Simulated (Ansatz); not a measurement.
## Ba2TiSnO6: complex band structure

Wanted: the relaxed cell of Ba2TiSnO6, its band edges and its decay constants. It is built by putting Sn for Zr in the Ba2ZrTiO6 structure of space group Fm-3m, with the volume rescaled by atomic radii. The parent structure comes from the Materials Project.

Calculated with Ansatz 0.2.0; r2SCAN DFT, plane waves, PAW files, in the first sound run; inputs show where later runs differ.

The structure was built from a prototype and need not be the compound's stable phase.

## 1. Set-up

The structure is cubic, space group Fm-3m (No. 225). Conventional cell: a = 8.129 Å, b = 8.129 Å, c = 8.129 Å, α = 90.00°, β = 90.00°, γ = 90.00°. Nearest to Ba lie 12 O at 2.87 Å. Sn has 6 O at 2.09 Å nearest. Ti has 6 O at 1.97 Å nearest. Nearest to O lie 1 Ti at 1.97 Å and 1 Sn at 2.09 Å and 4 Ba at 2.87 Å. It derives from Ba2ZrTiO6. Sn for Zr in the Ba2ZrTiO6 structure of space group Fm-3m. Farther neighbours and most contacts between anions are not listed.

## 2. Relaxing the new crystal

The substituted atoms don't fit the parent's cell, so cell and atoms relax together. A small smearing keeps the run stable in case the gap closes on the way.

input.yaml

```yaml
crystal:
  lattice:
    - [0.0, 4.064574543, 4.064574543]
    - [4.064574543, 0.0, 4.064574543]
    - [4.064574543, 4.064574543, 0.0]
  atoms:
    - { symbol: Ba, position: [0.25, 0.25, 0.25] }
    - { symbol: Ba, position: [0.75, 0.75, 0.75] }
    - { symbol: Sn, position: [0.5, 0.5, 0.5] }
    - { symbol: Ti, position: [0.0, 0.0, 0.0] }
    - { symbol: O, position: [0.242518, 0.757482, 0.242518] }
    - { symbol: O, position: [0.242518, 0.242518, 0.757482] }
    - { symbol: O, position: [0.757482, 0.242518, 0.242518] }
    - { symbol: O, position: [0.757482, 0.242518, 0.757482] }
    - { symbol: O, position: [0.757482, 0.757482, 0.242518] }
    - { symbol: O, position: [0.242518, 0.757482, 0.757482] }
kpoints:
  mp_grid: { grid: [6, 6, 6] }
scf:
  occupations: { method: gaussian, width: 0.03 }
hamiltonian:
  xc: r2scan
output:
  forces: true
  stress: true
relax:
  f_tol: 0.02
  max_steps: 60
  cell: {}
```

On the command line:

```console
$ ansatz run input.yaml --threads 2 --pin off --max-ram 4096MiB --backend cpu --events-out ev --progress --plain --runs-dir out
```

Numbers of over 12 decimals in the logs are rounded to 6 here.

The program printed:

```text
Engine: ansatz 0.2.0, aarch64-unknown-linux-gnu
Pseudopotentials: kind: paw
Pseudopotential: Ba, paw, valence charge 10, recommended cutoff 500 eV (meta_gga), Ba.paw.azcp
Pseudopotential: Sn, paw, valence charge 14, recommended cutoff 500 eV (meta_gga), Sn.paw.azcp
Pseudopotential: Ti, paw, valence charge 12, recommended cutoff 500 eV (meta_gga), Ti.paw.azcp
Pseudopotential: O, paw, valence charge 6, recommended cutoff 500 eV (meta_gga), O.paw.azcp
Functional definition: r2SCAN
  parameter k0 = 0.174
  parameter k1 = 0.065
  parameter a1 = 4.9479
  exchange = r2scan_x(k0 = k0, k1 = k1, a1 = a1)
  correlation = r2scan_c
Crystal: 10 atoms, lattice volume = 134.300 Å³
Basis set: ecut = 500 eV, 3479 PW (Γ), exchange–correlation on 180×180×180 points (64 copies of the dense FFT grid, shifted against one another)
Bands: 51, of which v1, the nominal top of the filled ones, is band 41 counted from 1 (40 counted from 0)
Symmetry: 48 space group operations
Space group: Fm-3m (ITA 225), of the structure as read, at distance tolerance 5.1e-5 Å
k-points: 16 of 216
Non-local potential: Ba, projectors of the file, l = 0: 3, l = 1: 2, l = 2: 2, l = 3: 2
Non-local potential: Sn, projectors of the file, l = 0: 2, l = 1: 2, l = 2: 2, l = 3: 2
Non-local potential: Ti, projectors of the file, l = 0: 3, l = 1: 2, l = 2: 3, l = 3: 1
Non-local potential: O, projectors of the file, l = 0: 2, l = 1: 2, l = 2: 1
PAW form: soft (Blöchl's): semilocal exchange-correlation on the pseudo side does not see the compensation charge
PAW frozen core: Ba, regenerated for the run's functional (the file was generated under x = pbe(κ = 0.804, μ = 0.219515), c = pbe(β = 0.066725))
PAW frozen core: Sn, regenerated for the run's functional (the file was generated under x = pbe(κ = 0.804, μ = 0.219515), c = pbe(β = 0.066725))
PAW frozen core: Ti, regenerated for the run's functional (the file was generated under x = pbe(κ = 0.804, μ = 0.219515), c = pbe(β = 0.066725))
PAW frozen core: O, regenerated for the run's functional (the file was generated under x = pbe(κ = 0.804, μ = 0.219515), c = pbe(β = 0.066725))
PAW one-centre angular grid: Ba, 302 points (default); XC on 160 Gauss nodes
PAW one-centre angular grid: Sn, 590 points (default); XC on 249 of its mesh's 2787 points in the sphere
PAW one-centre angular grid: Ti, 590 points (default); XC on 160 Gauss nodes
PAW one-centre angular grid: O, 302 points (default); XC on 160 Gauss nodes
Initial density: superposition of atomic densities (neutral atoms: chi_scale 0, normalization atom), corrected by the library's trained network
Initial wavefunctions: pseudopotential atomic-orbital guess
Functional: x = r2scan, c = r2scan; τ floored in thin density (d = 2e-4 eV/Å³)
SCF iter   1: F=—  HF=-23896.974762 eV  |F-HF|=—  |Δ(HF+E_count)|=         —  Δρ=1.53e-2  dr2=3.94e-1  dr2_τ=4.19e-1  ethr=1.77e-3  ⟨swp⟩=9.0  Hψ=3973  notcnv=0  defer=2
preconditioner: auto → Resta (q_TF=auto, 2.513 Å⁻¹)  ε∞=4.0  [insulator: Δε(μ)=3.635 eV  Ē_g=15.959 eV  σ=0.030 eV  W_gap=1.00  n_scr=26 (ndim 8)  ℏωp=27.6 eV  f_vac=0.000  D(μ)=0.00/eV (n_scr^D=0)  ε∞_Penn≈4.0]
SCF iter   2: F=—  HF=-23897.220903 eV  |F-HF|=—  |Δ(HF+E_count)|=   2.46e-1  Δρ=7.53e-3  dr2=5.83e-2  dr2_τ=1.63e-2  ethr=4.81e-4  ⟨swp⟩=3.0  Hψ=1733  notcnv=0  defer=82
SCF iter   3: F=—  HF=-23897.213708 eV  |F-HF|=—  |Δ(HF+E_count)|=   7.20e-3  Δρ=3.51e-3  dr2=1.21e-2  dr2_τ=6.59e-4  ethr=7.11e-5  ⟨swp⟩=2.9  Hψ=1132  notcnv=0  defer=50
automatic band count: iteration 3 solves 49 bands in place of 51: the levels show a gap, and the empty bands left out lie too high to hold charge; the band table lists the bands solved (type scf.n_extra_bands for more)
SCF iter   4: F=—  HF=-23897.211347 eV  |F-HF|=—  |Δ(HF+E_count)|=   2.36e-3  Δρ=8.31e-4  dr2=6.25e-4  dr2_τ=7.32e-5  ethr=1.47e-5  ⟨swp⟩=2.0  Hψ=1232  notcnv=0  defer=50
SCF iter   5: F=—  HF=-23897.211324 eV  |F-HF|=—  |Δ(HF+E_count)|=   2.25e-5  Δρ=1.76e-4  dr2=4.93e-5  dr2_τ=6.01e-6  ethr=7.63e-7  ⟨swp⟩=2.3  Hψ=1173  notcnv=0  defer=50
SCF iter   6: F=—  HF=-23897.211404 eV  |F-HF|=—  |Δ(HF+E_count)|=   7.96e-5  Δρ=6.31e-5  dr2=5.81e-6  dr2_τ=2.40e-7  ethr=6.01e-8  ⟨swp⟩=2.0  Hψ=1170  notcnv=0  defer=50
SCF iter   7: F=-23897.211405 eV  HF=-23897.211405 eV  |F-HF|=1.72e-9  |Δ(HF+E_count)|=   9.35e-7  Δρ=7.69e-6  dr2=6.21e-8  dr2_τ=6.99e-9  ethr=1.22e-10  ⟨swp⟩=3.6  Hψ=3818  notcnv=0
SCF 1 converged in 7 iterations: F = -23897.211405 eV  dr2 = 6.21e-8
  greatest PAW one-centre occupation: 0.999 electrons in one spin orbital (limit 2), on the Ti atom at site 3 (counted from 0), in its partial waves of l = 0
relax step   1: F+E_penalty+E_count = -23897.21140458 eV  Δ(F+E_penalty+E_count) = +0.000e0 eV  max|allowed force component| = 4.405e-1 eV/Å  Δτ_max = 0.0000 Å  P = -0.253 GPa  Ω = 134.300 Å³  (7 SCF iters, dr2 threshold 1.00e-7 eV, accepted)
Crystal: 10 atoms, lattice volume = 133.583 Å³
Basis set: ecut = 500 eV, 3383 PW (Γ), exchange–correlation on 180×180×180 points (64 copies of the dense FFT grid, shifted against one another)
Initial density: handed on by an earlier stage of this run
Initial wavefunctions: those handed on with the density
iter 1 solved again at ethr=4.38e-6 eV; its pass at ethr=3.10e-3 eV (dr2=3.60e-3 eV) is discarded
SCF iter   1: F=—  HF=-23897.227001 eV  |F-HF|=—  |Δ(HF+E_count)|=         —  Δρ=1.95e-3  dr2=3.91e-3  dr2_τ=4.14e-2  ethr=4.38e-6  ⟨swp⟩=2.4  Hψ=3621  notcnv=0
automatic band count: iteration 1 solves 47 bands in place of 51: the levels show a gap, and the empty bands left out lie too high to hold charge; the band table lists the bands solved (type scf.n_extra_bands for more)
preconditioner: auto → Resta (q_TF=auto, 2.515 Å⁻¹)  ε∞=4.6  [insulator: Δε(μ)=3.472 eV  Ē_g=14.533 eV  σ=0.030 eV  W_gap=1.00  n_scr=26 (ndim 8)  ℏωp=27.6 eV  f_vac=0.000  D(μ)=0.00/eV (n_scr^D=0)  ε∞_Penn≈4.6]
SCF iter   2: F=—  HF=-23897.228402 eV  |F-HF|=—  |Δ(HF+E_count)|=   1.40e-3  Δρ=9.30e-4  dr2=5.27e-4  dr2_τ=1.73e-4  ethr=4.38e-6  ⟨swp⟩=2.1  Hψ=1339  notcnv=0
SCF iter   3: F=—  HF=-23897.228485 eV  |F-HF|=—  |Δ(HF+E_count)|=   8.35e-5  Δρ=5.15e-4  dr2=8.95e-5  dr2_τ=1.71e-5  ethr=6.42e-7  ⟨swp⟩=2.0  Hψ=1126  notcnv=0
SCF iter   4: F=—  HF=-23897.228527 eV  |F-HF|=—  |Δ(HF+E_count)|=   4.17e-5  Δρ=9.39e-5  dr2=5.77e-6  dr2_τ=1.04e-6  ethr=1.09e-7  ⟨swp⟩=2.0  Hψ=1220  notcnv=0
SCF iter   5: F=-23897.228529 eV  HF=-23897.228529 eV  |F-HF|=2.30e-7  |Δ(HF+E_count)|=   1.53e-6  Δρ=3.07e-5  dr2=6.24e-7  dr2_τ=1.01e-7  ethr=1.22e-9  ⟨swp⟩=5.0  Hψ=3037  notcnv=0
SCF 2 converged in 5 iterations: F = -23897.228529 eV  dr2 = 6.24e-7
relax step   2: F+E_penalty+E_count = -23897.22852889 eV  Δ(F+E_penalty+E_count) = -1.712e-2 eV  max|allowed force component| = 2.947e-2 eV/Å  Δτ_max = 0.0124 Å  P = +0.573 GPa  Ω = 133.583 Å³  energy of the carried Pulay correction = +2.514e-4 eV  (5 SCF iters, dr2 threshold 1.00e-6 eV, accepted)
Crystal: 10 atoms, lattice volume = 134.188 Å³
iter 1 solved again at ethr=2.45e-7 eV; its pass at ethr=3.10e-3 eV (dr2=2.01e-4 eV) is discarded
SCF iter   1: F=—  HF=-23897.227938 eV  |F-HF|=—  |Δ(HF+E_count)|=         —  Δρ=4.27e-4  dr2=2.07e-4  dr2_τ=1.36e-3  ethr=2.45e-7  ⟨swp⟩=2.8  Hψ=4001  notcnv=0
automatic band count: iteration 1 solves 49 bands in place of 51: the levels show a gap, and the empty bands left out lie too high to hold charge; the band table lists the bands solved (type scf.n_extra_bands for more)
preconditioner: auto → Resta (q_TF=auto, 2.513 Å⁻¹)  ε∞=4.3  [insulator: Δε(μ)=3.405 eV  Ē_g=15.141 eV  σ=0.030 eV  W_gap=1.00  n_scr=26 (ndim 8)  ℏωp=27.6 eV  f_vac=0.000  D(μ)=0.00/eV (n_scr^D=0)  ε∞_Penn≈4.3]
SCF iter   2: F=—  HF=-23897.229085 eV  |F-HF|=—  |Δ(HF+E_count)|=   1.15e-3  Δρ=2.02e-4  dr2=4.84e-5  dr2_τ=2.47e-6  ethr=2.45e-7  ⟨swp⟩=2.0  Hψ=1440  notcnv=0
SCF iter   3: F=—  HF=-23897.229084 eV  |F-HF|=—  |Δ(HF+E_count)|=   1.06e-6  Δρ=5.83e-5  dr2=2.91e-6  dr2_τ=3.50e-7  ethr=5.90e-8  ⟨swp⟩=2.0  Hψ=1072  notcnv=0
SCF iter   4: F=—  HF=-23897.229085 eV  |F-HF|=—  |Δ(HF+E_count)|=   1.20e-6  Δρ=4.99e-5  dr2=3.56e-6  dr2_τ=2.94e-7  ethr=1.00e-9  ⟨swp⟩=5.0  Hψ=3061  notcnv=0
SCF iter   5: F=-23897.229085 eV  HF=-23897.229085 eV  |F-HF|=9.99e-8  |Δ(HF+E_count)|=   6.00e-7  Δρ=1.03e-5  dr2=1.87e-7  dr2_τ=1.15e-8  ethr=1.00e-9  ⟨swp⟩=2.8  Hψ=3113  notcnv=0
SCF 3 converged in 5 iterations: F = -23897.229085 eV  dr2 = 1.87e-7
relax step   3: F+E_penalty+E_count = -23897.22908452 eV  Δ(F+E_penalty+E_count) = -5.556e-4 eV  max|allowed force component| = 9.443e-3 eV/Å  Δτ_max = 0.0011 Å  P = -0.196 GPa  Ω = 134.188 Å³  energy of the carried Pulay correction = +3.927e-5 eV  (5 SCF iters, dr2 threshold 8.20e-7 eV, accepted)
[...]
relax step   4: F+E_penalty+E_count = -23897.22924239 eV  Δ(F+E_penalty+E_count) = -1.579e-4 eV  max|allowed force component| = 2.206e-4 eV/Å  Δτ_max = 0.0003 Å  P = -0.001 GPa  Ω = 134.033 Å³  energy of the carried Pulay correction = +9.355e-5 eV  (4 SCF iters, dr2 threshold 9.65e-8 eV, accepted)
Initial wavefunctions: pseudopotential atomic-orbital guess (no wavefunctions were taken with the density)
iter 1 solved again at ethr=8.31e-8 eV; its pass at ethr=3.10e-3 eV (dr2=6.82e-5 eV) is discarded
SCF iter   1: F=—  HF=-23897.229039 eV  |F-HF|=—  |Δ(HF+E_count)|=         —  Δρ=7.65e-6  dr2=4.44e-8  dr2_τ=2.60e-8  ethr=8.31e-8  ⟨swp⟩=3.4  Hψ=6346  notcnv=0
preconditioner: auto → Resta (q_TF=auto, 2.514 Å⁻¹)  ε∞=4.1  [insulator: Δε(μ)=3.413 eV  Ē_g=15.699 eV  σ=0.030 eV  W_gap=1.00  n_scr=26 (ndim 8)  ℏωp=27.6 eV  f_vac=0.000  D(μ)=0.00/eV (n_scr^D=0)  ε∞_Penn≈4.1]
SCF iter   2: F=—  HF=-23897.229126 eV  |F-HF|=—  |Δ(HF+E_count)|=   8.71e-5  Δρ=3.97e-6  dr2=1.02e-8  dr2_τ=2.09e-9  ethr=5.42e-11  ⟨swp⟩=3.0  Hψ=1680  notcnv=0
SCF iter   3: F=—  HF=-23897.229126 eV  |F-HF|=—  |Δ(HF+E_count)|=   3.42e-9  Δρ=2.15e-6  dr2=4.51e-9  dr2_τ=8.26e-10  ethr=1.25e-11  ⟨swp⟩=2.0  Hψ=1104  notcnv=0
SCF iter   4: F=—  HF=-23897.229126 eV  |F-HF|=—  |Δ(HF+E_count)|=  3.06e-10  Δρ=5.83e-7  dr2=3.45e-10  dr2_τ=5.65e-11  ethr=5.49e-12  ⟨swp⟩=2.4  Hψ=1240  notcnv=0
SCF iter   5: F=-23897.229126 eV  HF=-23897.229126 eV  |F-HF|=3.64e-12  |Δ(HF+E_count)|=  1.49e-10  Δρ=1.60e-7  dr2=9.36e-12  dr2_τ=4.72e-12  ethr=1.00e-12  ⟨swp⟩=4.9  Hψ=3016  notcnv=0
SCF 5 converged in 5 iterations: F = -23897.229126 eV  dr2 = 9.36e-12
relax step   5: F+E_penalty+E_count = -23897.22912613 eV  Δ(F+E_penalty+E_count) = +1.163e-4 eV  max|allowed force component| = 1.876e-4 eV/Å  Δτ_max = 0.0000 Å  P = -0.000 GPa  Ω = 134.033 Å³  stress off target by 4.39e-4 GPa  SCF on the basis re-selected at this cell (its energy is not comparable with the rows above)  (5 SCF iters)
basis re-selected at this cell: Δ(F+E_penalty+E_count) = +1.163e-4 eV, ΔP = +0.001 GPa vs the last step (what re-selecting the basis moved, of the pressure what is left beyond the Pulay correction that the steps carried, after the strain that the cell walked since its last selection, with what the two solves' SCF thresholds leave and, on support functions, any second-order correction that the steps lacked; it is no m [...]
SCF converged after 5 iterations
Free energy (F): -23897.229126 eV
Harris-Foulkes:  -23897.229126 eV  (|F-HF|=3.64e-12)
Internal energy: -23897.229126 eV  (E = F + TS)
E sigma→0 (E₀):  -23897.229126 eV
Fermi energy:    11.656061 eV
--- Per-component energies (eV) ---
  E_band       = -220.411204
  E_kinetic    = 1864.742639
  E_local      = -4150.580712  (includes V_loc(G=0)·N_el)
  E_nonlocal   = 367.809094
  E_hartree    = 1825.607064
  E_xc         = -1227.357394
  E_vxc        = -1173.569537  (∫ρ·V_xc dr)
  E_paw        = -16688.734208  (= ΣΔE_a)
  E_vpaw       = -850.449450  (= ΣTr[D̂ρ^β])
  E_aug_tail   = 0.006035  (compensation charges beyond the density's cutoff)
  E_vtau       = 70.416607  (kinetic-family band-sum trace: ∫τ·v_τ [+ j·A + Jᵃ·Aᵃ] dr)
  E_ewald      = -5889.152694
  E_core_change = 0.431049  (= ΣΔE_core)
  E_smearing   = -0.000000  (= −TS)
  E_closure    = 0.000000  (closes the sum)
  Σ components = -23897.229126   (vs F -23897.229126, Δ=0.00e0)
--- Forces (eV/Å), atoms counted from 1 ---
  atom   1  Ba     0.00000000     0.00000000     0.00000000
  atom   2  Ba    -0.00000000    -0.00000000    -0.00000000
  atom   3  Sn     0.00000000     0.00000000    -0.00000000
  atom   4  Ti    -0.00000000     0.00000000     0.00000000
  atom   5  O      0.00000000    -0.00018759    -0.00000000
  atom   6  O     -0.00000000     0.00000000    -0.00018759
  atom   7  O     -0.00018759    -0.00000000     0.00000000
  atom   8  O     -0.00000000     0.00018759    -0.00000000
  atom   9  O      0.00000000    -0.00000000     0.00018759
  atom  10  O      0.00018759     0.00000000    -0.00000000
  max |Σ_I F_I| component: 1.82e-17 eV/Å
--- Stress (GPa, compression-positive) ---
       -0.000439       0.000000      -0.000000
       -0.000000      -0.000439      -0.000000
       -0.000000      -0.000000      -0.000439
  P = ⅓ Tr σ = -0.0004 GPa (-0.004 kbar)
--- Relaxed structure (4 steps of the walk, 4 accepted, 1 SCFs on fresh bases) ---
  F+E_penalty+E_count = -23897.22912613 eV   max|allowed force component| = 1.876e-4 eV/Å   (the final SCF, on the basis selected at the relaxed cell)
  cell:  # Å, volume = 134.0328 Å³
    - [0, 4.061879, 4.061879]
    - [4.061879, 0, 4.061879]
    - [4.061879, 4.061879, 0]
  atoms:
    - { symbol: Ba, position: [0.25, 0.25, 0.25] }
    - { symbol: Ba, position: [0.75, 0.75, 0.75] }
    - { symbol: Sn, position: [0.5, 0.5, 0.5] }
    - { symbol: Ti, position: [0, 1.0269656319276877e-19, 0] }
    - { symbol: O, position: [0.244147, 0.755853, 0.244147] }
    - { symbol: O, position: [0.244147, 0.244147, 0.755853] }
    - { symbol: O, position: [0.755853, 0.244147, 0.244147] }
    - { symbol: O, position: [0.755853, 0.244147, 0.755853] }
    - { symbol: O, position: [0.755853, 0.755853, 0.244147] }
    - { symbol: O, position: [0.244147, 0.755853, 0.755853] }
```

The job ended after 29 s (2 threads of Arm Neoverse V2, shared host; peak memory 0.91 GiB).

The steps of the relaxation:

```csv
step,energy less that of the first step (eV),largest force component (eV/Å),pressure (GPa),volume (Å³)
1,0.0000,0.4405,-0.25,134.30
2,-0.0171,0.0295,0.57,133.58
3,-0.0177,0.0094,-0.20,134.19
4,-0.0178,0.0002,0.00,134.03
5*,-0.0177,0.0002,0.00,134.03
```

Relaxation steps marked * repeat the geometry before them on a plane-wave basis chosen anew for their cell, so energy and pressure can jump there.

Forces are held to the 48 operations that the run works with; a distortion that breaks them can't arise in this run.

```csv
"conventional cell, symmetrised",before,after,change
a (Å),8.129,8.124,-0.1 %
b (Å),8.129,8.124,-0.1 %
c (Å),8.129,8.124,-0.1 %
volume (Å³/atom),13.43,13.40,-0.2 %
```

The atoms that moved most (Å, as changes of fractional coordinates times the final cell):

```csv
atom,dx,dy,dz,length
O8,0.000,-0.013,0.000,0.013
O9,0.000,0.000,-0.013,0.013
O10,-0.013,0.000,0.000,0.013
O6,0.000,0.000,0.013,0.013
O7,0.013,0.000,0.000,0.013
O5,0.000,0.013,0.000,0.013
```

Final coordinates:

```cif
data_structure
_symmetry_space_group_name_H-M 'P 1'
_symmetry_Int_Tables_number 1
_cell_length_a 5.7444
_cell_length_b 5.7444
_cell_length_c 5.7444
_cell_angle_alpha 60.000
_cell_angle_beta 60.000
_cell_angle_gamma 60.000
_cell_volume 134.03
loop_
_atom_site_label
_atom_site_type_symbol
_atom_site_fract_x
_atom_site_fract_y
_atom_site_fract_z
_atom_site_occupancy
Ba1 Ba 0.25000 0.25000 0.25000 1
Ba2 Ba 0.75000 0.75000 0.75000 1
Sn3 Sn 0.50000 0.50000 0.50000 1
Ti4 Ti 0.00000 0.00000 0.00000 1
O5 O 0.24415 0.75585 0.24415 1
O6 O 0.24415 0.24415 0.75585 1
O7 O 0.75585 0.24415 0.24415 1
O8 O 0.75585 0.24415 0.75585 1
O9 O 0.75585 0.75585 0.24415 1
O10 O 0.24415 0.75585 0.75585 1
```

This step gave:

* free energy: -23897.2291 eV
* Fermi energy: 11.66 eV
* pressure: -4.39e-4 GPa

The largest force component on a free atom ends at 1.9e-4 eV/Å.

## 3. The bulk crystal and its band edges

The energy window and the wavevectors of the next steps follow from the band edges, so these are searched first, off the mesh as well.

input.yaml

```yaml
crystal:
  lattice:
    - [0.0, 4.0618793802, 4.0618793802]
    - [4.0618793802, 0.0, 4.0618793802]
    - [4.0618793802, 4.0618793802, 0.0]
  atoms:
    - { symbol: Ba, position: [0.25, 0.25, 0.25] }
    - { symbol: Ba, position: [0.75, 0.75, 0.75] }
    - { symbol: Sn, position: [0.5, 0.5, 0.5] }
    - { symbol: Ti, position: [0.0, 0.0, 0.0] }
    - { symbol: O, position: [0.2441471635, 0.7558528365, 0.2441471635] }
    - { symbol: O, position: [0.2441471635, 0.2441471635, 0.7558528365] }
    - { symbol: O, position: [0.7558528365, 0.2441471635, 0.2441471635] }
    - { symbol: O, position: [0.7558528365, 0.2441471635, 0.7558528365] }
    - { symbol: O, position: [0.7558528365, 0.7558528365, 0.2441471635] }
    - { symbol: O, position: [0.2441471635, 0.7558528365, 0.7558528365] }
kpoints:
  mp_grid: { grid: [6, 6, 6] }
  band_path: { path: [VBM, CBM], npoints: 30 }
scf:
  occupations: { method: fixed }
hamiltonian:
  xc: r2scan
output:
  eigenvalues: true
  write_potential: true
  write_density: true
  volumetric_format: npy
```

The program printed:

```text
[...]
Crystal: 10 atoms, lattice volume = 134.033 Å³
Basis set: ecut = 500 eV, 3479 PW (Γ), exchange–correlation on 180×180×180 points (64 copies of the dense FFT grid, shifted against one another)
Bands: 51, of which v1, the nominal top of the filled ones, is band 41 counted from 1 (40 counted from 0)
Symmetry: 48 space group operations
[...]
k-points: 16 of 216
[...]
SCF iter   1: F=—  HF=-23896.991932 eV  |F-HF|=—  |Δ(HF+E_count)|=         —  Δρ=1.53e-2  dr2=4.04e-1  dr2_τ=4.22e-1  ethr=1.77e-3  ⟨swp⟩=4.5  Hψ=3089  notcnv=0  defer=105
[...]
SCF iter   7: F=-23897.229126 eV  HF=-23897.229126 eV  |F-HF|=2.69e-8  |Δ(HF+E_count)|=   3.75e-7  Δρ=7.80e-6  dr2=4.80e-8  dr2_τ=6.70e-9  ethr=1.22e-10  ⟨swp⟩=12.5  Hψ=4642  notcnv=0
SCF 1 converged in 7 iterations: F = -23897.229126 eV  dr2 = 4.80e-8
[...]
NSCF: frozen V_eff on 16 k-points
[...]
SCF converged after 7 iterations
Free energy (F): -23897.229126 eV
[...]
Internal energy: -23897.229126 eV  (E = F + TS)
E sigma→0 (E₀):  -23897.229126 eV
Fermi energy:    9.949457 eV
[...]
--- Band table (eV; the first three rows and the last of 16) ---
  k-point 0: bands = [... 37 lower, 9.6165, 9.9495, 9.9495, 9.9495, 13.4415, 13.4415, 13.4415, 14.8775, ... 6 higher]
  k-point 1: bands = [... 37 lower, 9.6144, 9.7650, 9.7650, 9.8666, 13.4675, 13.5000, 13.5000, 15.2187, ... 6 higher]
  k-point 2: bands = [... 37 lower, 9.4069, 9.6194, 9.6194, 9.6480, 13.5072, 13.5731, 13.5731, 15.8236, ... 6 higher]
  k-point 15: bands = [... 37 lower, 8.8642, 8.9623, 9.2225, 9.7158, 13.4787, 13.7619, 13.8165, 13.9274, ... 6 higher]
```

Wall time 17 s (2 threads); peak memory 0.8 GiB; 34 s of CPU time.

Numbers from this step:

```yaml
fermi_energy: 9.949 eV
gap_on_the_k_mesh: 3.413 eV
gap_on_path: 3.413 eV, by band count; negative where bands overlap
direct_gap_on_path: 3.462 eV
edge_places_on_path: 0, 0.7734 1/A along the path
```

The electronic bands at the labelled points (eV, zero at the Fermi level (highest filled level under fixed occupations); v1 is the highest filled band, c1 the lowest empty one):

```csv
point,v4,v3,v2,v1,c1,c2,c3,c4
VBM,-0.33,0.00,0.00,0.00,3.49,3.49,3.49,4.93
halfway,-0.64,-0.50,-0.50,-0.02,3.45,3.74,3.74,4.55
CBM,-1.07,-0.92,-0.92,-0.05,3.41,3.45,3.98,3.98
```

The searched edges give 3.41 eV, as on the mesh.

(Part 1 of 2 ends here.)

[Logs are printed without paths, hosts, clocks, repeated set-up lines and the standing remarks that a program may print on its own settings, such as how far it seeks lower states.]

[Hosts, paths, dates, database ids (printed as entryN), source tags and the programs' standing remarks are cut or masked in the printed files.]
